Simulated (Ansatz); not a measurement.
# What NaGeF3 (model cell, started as cubic perovskite with Ge in the octahedra) distorts into, part 2 of 3

Wanted: the energy along a soft mode of NaGeF3 (model cell, started as cubic perovskite with Ge in the octahedra) and the structure at the end.

Ansatz 0.2.0; DFT PBEsol, scalar-relativistic, plane waves, PAW; PAW set soft_1.

So far, highest frequency on the path or at a solved wavevector (cm⁻¹): step 2 (phonons on a q mesh) 418. Also lowest frequency on the path (cm⁻¹): step 2 -238.

The structure was built from a prototype and need not be the compound's stable phase.

## Step 6: Relaxation from the frozen mode

Starting from the lowest point found, all atoms and the cell are let go, so that strain and other modes of the same symmetry can join in.

Contents of input.yaml:

```yaml
crystal:
  lattice:
    - [4.3407137908, 0.0, 0.0]
    - [0.0, 4.3407137908, 0.0]
    - [0.0, 0.0, 4.3407137908]
  atoms:
    - { symbol: Na, position: [0.0, -0.0028870584, -0.0028870584] }
    - { symbol: Ge, position: [0.5, 0.5061401449, 0.5061401449] }
    - { symbol: F, position: [0.5, 0.5143191107, -0.0486181066] }
    - { symbol: F, position: [0.5, -0.0486181066, 0.5143191107] }
    - { symbol: F, position: [0.0, 0.5143191107, 0.5143191107] }
kpoints:
  mp_grid: { grid: [12, 12, 12] }
hamiltonian:
  xc: pbesol
  pseudopotentials: { kind: paw, azcp: { folder: soft_1 }, xc_functional: pbe }
scf:
  occupations: { method: fixed }
output:
  forces: true
  stress: true
  eigenvalues: true
relax:
  adjacent_minimum: "off"
  f_tol: 0.002
  max_steps: 120
  cell: { stress_tol: 0.03 }
```

Command:

```sh
ansatz run input.yaml --threads 8 --pin off --max-ram 16384MiB --backend cpu --events-out ev --progress --plain --runs-dir out
```

Numbers of over 12 decimals in the logs are rounded to 6 here.

Output:

```text
[...]
Crystal: 5 atoms, lattice volume = 81.787 Å³
Basis set: ecut = 420 eV, 1575 PW (Γ), exchange–correlation on 60×60×60 points (8 copies of the dense FFT grid, shifted against one another)
Bands: 27, of which v1, the nominal top of the filled ones, is band 22 counted from 1 (21 counted from 0)
Symmetry: 4 space group operations
[...]
k-points: 301 of 1728 (time reversal used)
[...]
SCF iter   1: F=—  HF=-8138.231103 eV  |F-HF|=—  |Δ(HF+E_count)|=         —  Δρ=1.53e-1  dr2=1.51e1  ethr=3.10e-3  ⟨swp⟩=4.2  Hψ=28171  notcnv=0  defer=762
[...]
SCF iter  11: F=-8133.130746 eV  HF=-8133.130746 eV  |F-HF|=1.35e-8  |Δ(HF+E_count)|=   5.68e-7  Δρ=5.62e-6  dr2=2.19e-8  ethr=2.27e-10  ⟨swp⟩=11.3  Hψ=38305  notcnv=0
SCF 1 converged in 11 iterations: F = -8133.130746 eV  dr2 = 2.19e-8
[...]
relax step   1: F+E_penalty+E_count = -8133.13074596 eV  Δ(F+E_penalty+E_count) = +0.000e0 eV  max|allowed force component| = 1.947e-1 eV/Å  Δτ_max = 0.0000 Å  P = +1.494 GPa  Ω = 81.787 Å³  (11 SCF iters, dr2 threshold 1.00e-7 eV, accepted)
Crystal: 5 atoms, lattice volume = 84.366 Å³
Basis set: ecut = 420 eV, 1659 PW (Γ), exchange–correlation on 60×60×60 points (8 copies of the dense FFT grid, shifted against one another)
[...]
iter 1 solved again at ethr=1.49e-4 eV; its pass at ethr=3.10e-3 eV (dr2=6.57e-2 eV) is discarded
[...]
SCF iter   7: F=-8133.201809 eV  HF=-8133.201809 eV  |F-HF|=1.41e-7  |Δ(HF+E_count)|=   1.69e-6  Δρ=2.74e-5  dr2=4.32e-7  ethr=1.14e-9  ⟨swp⟩=10.2  Hψ=41026  notcnv=0
SCF 2 converged in 7 iterations: F = -8133.201809 eV  dr2 = 4.32e-7
relax step   2: F+E_penalty+E_count = -8133.20180899 eV  Δ(F+E_penalty+E_count) = -7.106e-2 eV  max|allowed force component| = 2.325e-1 eV/Å  Δτ_max = 0.0704 Å  P = -0.429 GPa  Ω = 84.366 Å³  energy of the carried Pulay correction = -4.510e-3 eV  (7 SCF iters, dr2 threshold 5.00e-7 eV, accepted)
Crystal: 5 atoms, lattice volume = 86.987 Å³
Basis set: ecut = 420 eV, 1723 PW (Γ), exchange–correlation on 60×60×60 points (8 copies of the dense FFT grid, shifted against one another)
[...]
SCF iter   8: F=-8133.341156 eV  HF=-8133.341155 eV  |F-HF|=6.14e-7  |Δ(HF+E_count)|=   2.87e-6  Δρ=1.85e-5  dr2=2.36e-7  ethr=1.14e-9  ⟨swp⟩=10.9  Hψ=43322  notcnv=0
SCF 3 converged in 8 iterations: F = -8133.341156 eV  dr2 = 2.36e-7
relax step   3: F+E_penalty+E_count = -8133.34115568 eV  Δ(F+E_penalty+E_count) = -1.393e-1 eV  max|allowed force component| = 3.823e-1 eV/Å  Δτ_max = 0.1876 Å  P = -2.020 GPa  Ω = 86.987 Å³  energy of the carried Pulay correction = -8.953e-3 eV  (8 SCF iters, dr2 threshold 5.00e-7 eV, accepted)
[... from here on, the SCF cycles and remarks between the steps are left out ...]
relax step   4: F+E_penalty+E_count = -8133.42675294 eV  Δ(F+E_penalty+E_count) = -8.560e-2 eV  max|allowed force component| = 3.440e-1 eV/Å  Δτ_max = 0.1946 Å  P = -1.345 GPa  Ω = 87.411 Å³  energy of the carried Pulay correction = -9.658e-3 eV  (8 SCF iters, dr2 threshold 5.00e-7 eV, accepted)
relax step   5: F+E_penalty+E_count = -8133.33038185 eV  Δ(F+E_penalty+E_count) = +9.637e-2 eV  max|allowed force component| = 5.664e-1 eV/Å  Δτ_max = 0.1229 Å  P = +3.635 GPa  Ω = 81.417 Å³  energy of the carried Pulay correction = +6.577e-4 eV  (9 SCF iters, dr2 threshold 5.00e-7 eV, rejected (line search))
relax step   6: F+E_penalty+E_count = -8133.45633804 eV  Δ(F+E_penalty+E_count) = -2.959e-2 eV  max|allowed force component| = 3.145e-2 eV/Å  Δτ_max = 0.0998 Å  P = -0.541 GPa  Ω = 86.616 Å³  energy of the carried Pulay correction = -8.332e-3 eV  (13 SCF iters, accepted)
relax step   7: F+E_penalty+E_count = -8133.46407574 eV  Δ(F+E_penalty+E_count) = -7.738e-3 eV  max|allowed force component| = 2.762e-2 eV/Å  Δτ_max = 0.0220 Å  P = -0.044 GPa  Ω = 84.959 Å³  energy of the carried Pulay correction = -5.527e-3 eV  (7 SCF iters, dr2 threshold 5.00e-7 eV, accepted)
relax step   8: F+E_penalty+E_count = -8133.47525437 eV  Δ(F+E_penalty+E_count) = -1.118e-2 eV  max|allowed force component| = 8.354e-2 eV/Å  Δτ_max = 0.0700 Å  P = +0.557 GPa  Ω = 81.778 Å³  energy of the carried Pulay correction = +1.584e-5 eV  (9 SCF iters, dr2 threshold 1.08e-7 eV, accepted)
relax step   9: F+E_penalty+E_count = -8133.48395878 eV  Δ(F+E_penalty+E_count) = -8.704e-3 eV  max|allowed force component| = 1.242e-1 eV/Å  Δτ_max = 0.0820 Å  P = +0.855 GPa  Ω = 78.542 Å³  energy of the carried Pulay correction = +5.880e-3 eV  (8 SCF iters, dr2 threshold 5.00e-7 eV, accepted)
relax step  10: F+E_penalty+E_count = -8133.48551089 eV  Δ(F+E_penalty+E_count) = -1.552e-3 eV  max|allowed force component| = 4.787e-2 eV/Å  Δτ_max = 0.0144 Å  P = +0.339 GPa  Ω = 79.678 Å³  energy of the carried Pulay correction = +3.794e-3 eV  (7 SCF iters, dr2 threshold 5.00e-7 eV, accepted)
relax step  11: F+E_penalty+E_count = -8133.48983444 eV  Δ(F+E_penalty+E_count) = -4.324e-3 eV  max|allowed force component| = 2.383e-2 eV/Å  Δτ_max = 0.0472 Å  P = -0.052 GPa  Ω = 78.948 Å³  energy of the carried Pulay correction = +5.132e-3 eV  (7 SCF iters, dr2 threshold 5.00e-7 eV, accepted)
relax step  12: F+E_penalty+E_count = -8133.49315039 eV  Δ(F+E_penalty+E_count) = -3.316e-3 eV  max|allowed force component| = 5.025e-2 eV/Å  Δτ_max = 0.0533 Å  P = +0.151 GPa  Ω = 77.311 Å³  energy of the carried Pulay correction = +8.174e-3 eV  (8 SCF iters, dr2 threshold 1.58e-7 eV, accepted)
relax step  13: F+E_penalty+E_count = -8133.49266720 eV  Δ(F+E_penalty+E_count) = +4.832e-4 eV  max|allowed force component| = 2.358e-2 eV/Å  Δτ_max = 0.0167 Å  P = +0.055 GPa  Ω = 78.021 Å³  energy of the carried Pulay correction = +6.847e-3 eV  (6 SCF iters, dr2 threshold 2.36e-7 eV, accepted)
relax step  14: F+E_penalty+E_count = -8133.49260386 eV  Δ(F+E_penalty+E_count) = +6.333e-5 eV  max|allowed force component| = 2.150e-3 eV/Å  Δτ_max = 0.0033 Å  P = -0.024 GPa  Ω = 78.120 Å³  energy of the carried Pulay correction = +6.663e-3 eV  (5 SCF iters, dr2 threshold 1.25e-7 eV, accepted)
relax step  15: F+E_penalty+E_count = -8133.49273502 eV  Δ(F+E_penalty+E_count) = -1.312e-4 eV  max|allowed force component| = 6.476e-4 eV/Å  Δτ_max = 0.0011 Å  P = +0.001 GPa  Ω = 78.054 Å³  energy of the carried Pulay correction = +6.785e-3 eV  (5 SCF iters, dr2 threshold 7.98e-9 eV, accepted)
[...]
relax step  22: F+E_penalty+E_count = -8133.62135772 eV  Δ(F+E_penalty+E_count) = -1.202e-4 eV  max|allowed force component| = 3.625e-3 eV/Å  Δτ_max = 0.0021 Å  P = +0.003 GPa  Ω = 80.207 Å³  energy of the carried Pulay correction = -4.378e-3 eV  (6 SCF iters, dr2 threshold 6.42e-9 eV, accepted)
relax step  23: F+E_penalty+E_count = -8133.62138087 eV  Δ(F+E_penalty+E_count) = -2.315e-5 eV  max|allowed force component| = 3.109e-4 eV/Å  Δτ_max = 0.0002 Å  P = +0.001 GPa  Ω = 80.195 Å³  energy of the carried Pulay correction = -4.356e-3 eV  (5 SCF iters, dr2 threshold 8.21e-10 eV, accepted)
relax step  24: F+E_penalty+E_count = -8133.64034752 eV  Δ(F+E_penalty+E_count) = -1.897e-2 eV  max|allowed force component| = 1.142e-3 eV/Å  Δτ_max = 0.0000 Å  P = +0.377 GPa  Ω = 80.195 Å³  stress off target by 9.54e-1 GPa  SCF on the basis re-selected at this cell (its energy is not comparable with the rows above)  (8 SCF iters)
relax step  25: F+E_penalty+E_count = -8133.64443509 eV  Δ(F+E_penalty+E_count) = -4.088e-3 eV  max|allowed force component| = 1.979e-2 eV/Å  Δτ_max = 0.0149 Å  P = +0.242 GPa  Ω = 80.920 Å³  energy of the carried Pulay correction = -1.472e-3 eV  (5 SCF iters, dr2 threshold 5.00e-7 eV, accepted)
relax step  26: F+E_penalty+E_count = -8133.64298171 eV  Δ(F+E_penalty+E_count) = +1.453e-3 eV  max|allowed force component| = 9.638e-2 eV/Å  Δτ_max = 0.0274 Å  P = +0.121 GPa  Ω = 82.448 Å³  energy of the carried Pulay correction = -4.919e-3 eV  (6 SCF iters, dr2 threshold 5.00e-7 eV, accepted)
relax step  27: F+E_penalty+E_count = -8133.64099560 eV  Δ(F+E_penalty+E_count) = +1.986e-3 eV  max|allowed force component| = 1.108e-1 eV/Å  Δτ_max = 0.0138 Å  P = -0.514 GPa  Ω = 82.612 Å³  energy of the carried Pulay correction = -5.325e-3 eV  (6 SCF iters, dr2 threshold 5.00e-7 eV, rejected (line search))
relax step  28: F+E_penalty+E_count = -8133.64425506 eV  Δ(F+E_penalty+E_count) = -1.273e-3 eV  max|allowed force component| = 1.169e-2 eV/Å  Δτ_max = 0.0090 Å  P = +0.030 GPa  Ω = 82.176 Å³  energy of the carried Pulay correction = -4.272e-3 eV  (11 SCF iters, accepted)
relax step  29: F+E_penalty+E_count = -8133.64419163 eV  Δ(F+E_penalty+E_count) = +6.343e-5 eV  max|allowed force component| = 2.726e-3 eV/Å  Δτ_max = 0.0029 Å  P = +0.010 GPa  Ω = 82.222 Å³  energy of the carried Pulay correction = -4.373e-3 eV  (5 SCF iters, dr2 threshold 1.15e-8 eV, accepted)
relax step  30: F+E_penalty+E_count = -8133.64406783 eV  Δ(F+E_penalty+E_count) = +1.238e-4 eV  max|allowed force component| = 6.423e-4 eV/Å  Δτ_max = 0.0028 Å  P = +0.001 GPa  Ω = 82.280 Å³  energy of the carried Pulay correction = -4.507e-3 eV  (7 SCF iters, dr2 threshold 4.64e-10 eV, accepted)
relax step  31: F+E_penalty+E_count = -8133.65050397 eV  Δ(F+E_penalty+E_count) = -6.436e-3 eV  max|allowed force component| = 6.026e-4 eV/Å  Δτ_max = 0.0000 Å  P = +0.059 GPa  Ω = 82.280 Å³  stress off target by 2.31e-1 GPa  SCF on the basis re-selected at this cell (its energy is not comparable with the rows above)  (8 SCF iters)
relax step  32: F+E_penalty+E_count = -8133.65021139 eV  Δ(F+E_penalty+E_count) = +2.926e-4 eV  max|allowed force component| = 8.587e-3 eV/Å  Δτ_max = 0.0091 Å  P = +0.019 GPa  Ω = 82.799 Å³  energy of the carried Pulay correction = -1.003e-3 eV  (6 SCF iters, dr2 threshold 1.33e-7 eV, accepted)
relax step  33: F+E_penalty+E_count = -8133.65000763 eV  Δ(F+E_penalty+E_count) = +2.038e-4 eV  max|allowed force component| = 6.216e-3 eV/Å  Δτ_max = 0.0067 Å  P = -0.003 GPa  Ω = 82.922 Å³  energy of the carried Pulay correction = -1.249e-3 eV  (7 SCF iters, dr2 threshold 1.09e-8 eV, accepted)
relax step  34: F+E_penalty+E_count = -8133.64995909 eV  Δ(F+E_penalty+E_count) = +4.853e-5 eV  max|allowed force component| = 1.159e-3 eV/Å  Δτ_max = 0.0019 Å  P = -0.002 GPa  Ω = 82.954 Å³  energy of the carried Pulay correction = -1.309e-3 eV  (6 SCF iters, dr2 threshold 2.41e-9 eV, accepted)
relax step  35: F+E_penalty+E_count = -8133.65145100 eV  Δ(F+E_penalty+E_count) = -1.492e-3 eV  max|allowed force component| = 1.222e-3 eV/Å  Δτ_max = 0.0000 Å  P = +0.008 GPa  Ω = 82.954 Å³  stress off target by 6.10e-2 GPa  SCF on the basis re-selected at this cell (its energy is not comparable with the rows above)  (6 SCF iters)
relax step  36: F+E_penalty+E_count = -8133.65130189 eV  Δ(F+E_penalty+E_count) = +1.491e-4 eV  max|allowed force component| = 1.729e-3 eV/Å  Δτ_max = 0.0019 Å  P = +0.008 GPa  Ω = 83.061 Å³  energy of the carried Pulay correction = -2.018e-4 eV  (5 SCF iters, dr2 threshold 9.31e-9 eV, accepted)
relax step  37: F+E_penalty+E_count = -8133.65116847 eV  Δ(F+E_penalty+E_count) = +1.334e-4 eV  max|allowed force component| = 4.099e-3 eV/Å  Δτ_max = 0.0010 Å  P = -0.014 GPa  Ω = 83.133 Å³  energy of the carried Pulay correction = -3.387e-4 eV  (8 SCF iters, accepted)
relax step  38: F+E_penalty+E_count = -8133.65119889 eV  Δ(F+E_penalty+E_count) = -3.042e-5 eV  max|allowed force component| = 1.167e-4 eV/Å  Δτ_max = 0.0003 Å  P = +0.000 GPa  Ω = 83.118 Å³  energy of the carried Pulay correction = -3.098e-4 eV  (5 SCF iters, dr2 threshold 1.05e-9 eV, accepted)
[...]
SCF iter   5: F=-8133.651539 eV  HF=-8133.651539 eV  |F-HF|=2.00e-11  |Δ(HF+E_count)|=  1.27e-10  Δρ=1.08e-7  dr2=6.13e-12  ethr=1.00e-12  ⟨swp⟩=11.5  Hψ=43289  notcnv=0
SCF 39 converged in 5 iterations: F = -8133.651539 eV  dr2 = 6.13e-12
relax step  39: F+E_penalty+E_count = -8133.65153923 eV  Δ(F+E_penalty+E_count) = -3.403e-4 eV  max|allowed force component| = 1.013e-4 eV/Å  Δτ_max = 0.0000 Å  P = +0.002 GPa  Ω = 83.118 Å³  stress off target by 1.43e-2 GPa  SCF on the basis re-selected at this cell (its energy is not comparable with the rows above)  (5 SCF iters)
[...]
SCF converged after 5 iterations
Free energy (F): -8133.651539 eV
[...]
Internal energy: -8133.651539 eV  (E = F + TS)
E sigma→0 (E₀):  -8133.651539 eV
Fermi energy:    2.549550 eV
[...]
--- Forces (eV/Å), atoms counted from 1 ---
  atom   1  Na    -0.00000000     0.00001125     0.00001125
  atom   2  Ge     0.00000000     0.00005602     0.00005602
  atom   3  F     -0.00000000    -0.00010152     0.00007969
  atom   4  F     -0.00000000     0.00007969    -0.00010152
  atom   5  F     -0.00000000    -0.00004637    -0.00004637
  max |Σ_I F_I| component: 9.25e-7 eV/Å
--- Stress (GPa, compression-positive) ---
       -0.000175       0.000000       0.000000
        0.000000       0.003341      -0.010985
        0.000000      -0.010985       0.003341
  P = ⅓ Tr σ = 0.0022 GPa (0.022 kbar)
--- Band table (eV; the first three rows and the last of 301) ---
  k-point 0: bands = [... 18 lower, -0.8271, -0.6513, -0.2369, 0.4543, 7.7403, 8.7410, 9.7413, 10.0602, ... 1 higher]
  k-point 1: bands = [... 18 lower, -0.8280, -0.6571, -0.2553, 0.5485, 7.6886, 8.7128, 9.8204, 10.0488, ... 1 higher]
  k-point 2: bands = [... 18 lower, -0.8302, -0.6734, -0.2751, 0.7720, 7.5314, 8.7029, 9.9909, 10.0170, ... 1 higher]
  k-point 300: bands = [... 18 lower, -0.8240, -0.3577, -0.3550, 2.3482, 6.9342, 7.0683, 9.5818, 9.8048, ... 1 higher]
--- Relaxed structure (34 steps of the walk, 32 accepted, 5 SCFs on fresh bases) ---
  F+E_penalty+E_count = -8133.65153923 eV   max|allowed force component| = 1.013e-4 eV/Å   (the final SCF, on the basis selected at the relaxed cell)
  cell:  # Å, volume = 83.1178 Å³
    - [4.281416, 0, 0]
    - [0, 4.543620, -1.109441]
    - [0, -1.109441, 4.543620]
  atoms:
    - { symbol: Na, position: [0, -0.023975, -0.023975] }
    - { symbol: Ge, position: [0.500000, 0.477619, 0.477619] }
    - { symbol: F, position: [0.500000, 0.606823, -0.082872] }
    - { symbol: F, position: [0.500000, -0.082872, 0.606823] }
    - { symbol: F, position: [0, 0.505679, 0.505679] }
```

Run time: 7.1 min. Hardware: 8 threads of Arm Neoverse V1, shared host; peak memory 1.1 GiB.

Relaxation path (22 of 39):

| step | energy less that of the first step (eV) | largest force component (eV/Å) | pressure (GPa) | volume (Å³) |
| --- | --- | --- | --- | --- |
| 1 | 0.0000 | 0.1947 | 1.49 | 81.79 |
| 3 | -0.2104 | 0.3823 | -2.02 | 86.99 |
| 5 | -0.1996 | 0.5664 | 3.64 | 81.42 |
| 6 | -0.3256 | 0.0314 | -0.54 | 86.62 |
| 8 | -0.3445 | 0.0835 | 0.56 | 81.78 |
| 10 | -0.3548 | 0.0479 | 0.34 | 79.68 |
| 12 | -0.3624 | 0.0502 | 0.15 | 77.31 |
| 14 | -0.3619 | 0.0022 | -0.02 | 78.12 |
| 15 | -0.3620 | 0.0006 | 0.00 | 78.05 |
| 17 | -0.4765 | 0.0943 | 0.94 | 76.95 |
| 19 | -0.4894 | 0.0802 | -0.36 | 80.38 |
| 21 | -0.4905 | 0.0101 | -0.01 | 80.26 |
| 23 | -0.4906 | 0.0003 | 0.00 | 80.19 |
| 25 | -0.5137 | 0.0198 | 0.24 | 80.92 |
| 26 | -0.5122 | 0.0964 | 0.12 | 82.45 |
| 28 | -0.5135 | 0.0117 | 0.03 | 82.18 |
| 30 | -0.5133 | 0.0006 | 0.00 | 82.28 |
| 32 | -0.5195 | 0.0086 | 0.02 | 82.80 |
| 34 | -0.5192 | 0.0012 | 0.00 | 82.95 |
| 35* | -0.5207 | 0.0012 | 0.01 | 82.95 |
| 37 | -0.5204 | 0.0041 | -0.01 | 83.13 |
| 39* | -0.5208 | 0.0001 | 0.00 | 83.12 |

Relaxation steps marked * repeat the geometry before them on a plane-wave basis chosen anew for their cell, so energy and pressure can jump there. Other such steps can lie between the rows shown. Relaxation steps 5, 27 were tried and not accepted.

Forces are held to the 4 operations that the run works with; a distortion that breaks them can't arise in this run.

| cell as run | before | after | change |
| --- | --- | --- | --- |
| a (Å) | 4.341 | 4.281 | -1.4 % |
| b (Å) | 4.341 | 4.677 | +7.7 % |
| c (Å) | 4.341 | 4.677 | +7.7 % |
| α (°) | 90.00 | 117.44 | +30.5 % |
| volume (Å³/atom) | 16.36 | 16.62 | +1.6 % |

The atoms that moved most (Å, as changes of fractional coordinates times the final cell):

| atom | dx | dy | dz | length |
| --- | --- | --- | --- | --- |
| F4 | 0.000 | -0.258 | 0.458 | 0.526 |
| F3 | 0.000 | 0.458 | -0.258 | 0.526 |
| Ge2 | 0.000 | -0.098 | -0.098 | 0.139 |
| Na1 | 0.000 | -0.072 | -0.072 | 0.102 |
| F5 | 0.000 | -0.030 | -0.030 | 0.042 |

Final coordinates:

```xyz
5
Lattice="4.2814 0.0000 0.0000 0.0000 4.5436 -1.1094 0.0000 -1.1094 4.5436" Properties=species:S:1:pos:R:3 pbc="T T T"
Na    0.0000   -0.0823   -0.0823
Ge    2.1407    1.6402    1.6402
F     2.1407    2.8491   -1.0498
F     2.1407   -1.0498    2.8491
F     0.0000    1.7366    1.7366
```

Numbers from this step:

```yaml
pressure: 0.002169 GPa
gap_on_the_k_mesh: 4.129 eV
volume_per_atom: 16.62 Å³
```

The distorted start has space group Amm2; the relaxation ends in Amm2.

## Step 7: The new phase in its own primitive cell

The relaxed structure is symmetrised, reduced to its primitive cell and relaxed tightly, as its phonons need.

input.yaml, the sections that differ from step 6:

```yaml
crystal:
  lattice:
    - [4.2814164379, 0.0, 0.0]
    - [0.0, 3.9973179457, 2.4283314265]
    - [0.0, -3.9973179457, 2.4283314265]
  atoms:
    - { symbol: Na, position: [0.0, 0.9760254019, 0.9760254019] }
    - { symbol: Ge, position: [0.5, 0.4776185372, 0.4776185372] }
    - { symbol: F, position: [0.5, 0.6068228889, 0.9171276012] }
    - { symbol: F, position: [0.5, 0.9171276012, 0.6068228889] }
    - { symbol: F, position: [0.0, 0.5056787721, 0.5056787721] }
kpoints:
  mp_grid: { grid: [6, 6, 6] }
relax:
  adjacent_minimum: "off"
  f_tol: 0.001
  max_steps: 60
  cell: { stress_tol: 0.01 }
# hamiltonian, scf, output: as in step 6
```

Output:

```text
[...]
Crystal: 5 atoms, lattice volume = 83.118 Å³
Basis set: ecut = 420 eV, 1631 PW (Γ), exchange–correlation on 60×64×64 points (8 copies of the dense FFT grid, shifted against one another)
Bands: 27, of which v1, the nominal top of the filled ones, is band 22 counted from 1 (21 counted from 0)
Symmetry: 4 space group operations
[...]
k-points: 52 of 216 (time reversal used)
[...]
cell:  # Å, volume = 83.1555 Å³
    - [4.281619, -1.9489908813432003e-19, 0]
    - [-1.8196632677525882e-19, 4.000407, 2.427442]
    - [1.8196632677526224e-19, -4.000407, 2.427442]
  atoms:
    - { symbol: Na, position: [0, 0.976091, 0.976091] }
    - { symbol: Ge, position: [0.500000, 0.477591, 0.477591] }
    - { symbol: F, position: [0.500000, 0.606933, 0.917028] }
    - { symbol: F, position: [0.500000, 0.917028, 0.606933] }
    - { symbol: F, position: [0, 0.505629, 0.505629] }
[key lines of the parts left out:]
SCF converged after 5 iterations
Free energy (F): -8133.651441 eV
Fermi energy:    2.544433 eV
P = ⅓ Tr σ = 0.0013 GPa (0.013 kbar)
```

It took 11 s on 8 threads; peak memory 0.5 GiB; 82 s of CPU time.

Little changed from the start: no atom moved by 0.005 Å and no cell edge by 0.1 %.

This step gave:

```
pressure           : 0.001274 GPa
gap on the k-mesh  : 4.130 eV
volume per atom    : 16.63 Å³
direct gap on mesh : 4.321 eV
```

The largest force component left is 0.32 meV/Å and the pressure is 0.001 GPa, within the tolerances set. The cell now holds 16.63 Å³/atom.

(Continued in part 3 of 3.)

[Logs are printed without paths, hosts, clocks, repeated set-up lines and the standing remarks that a program may print on its own settings, such as how far it seeks lower states.]

[Hosts, paths, dates, database ids (printed as entryN), source tags and the programs' standing remarks are cut or masked in the printed files.]
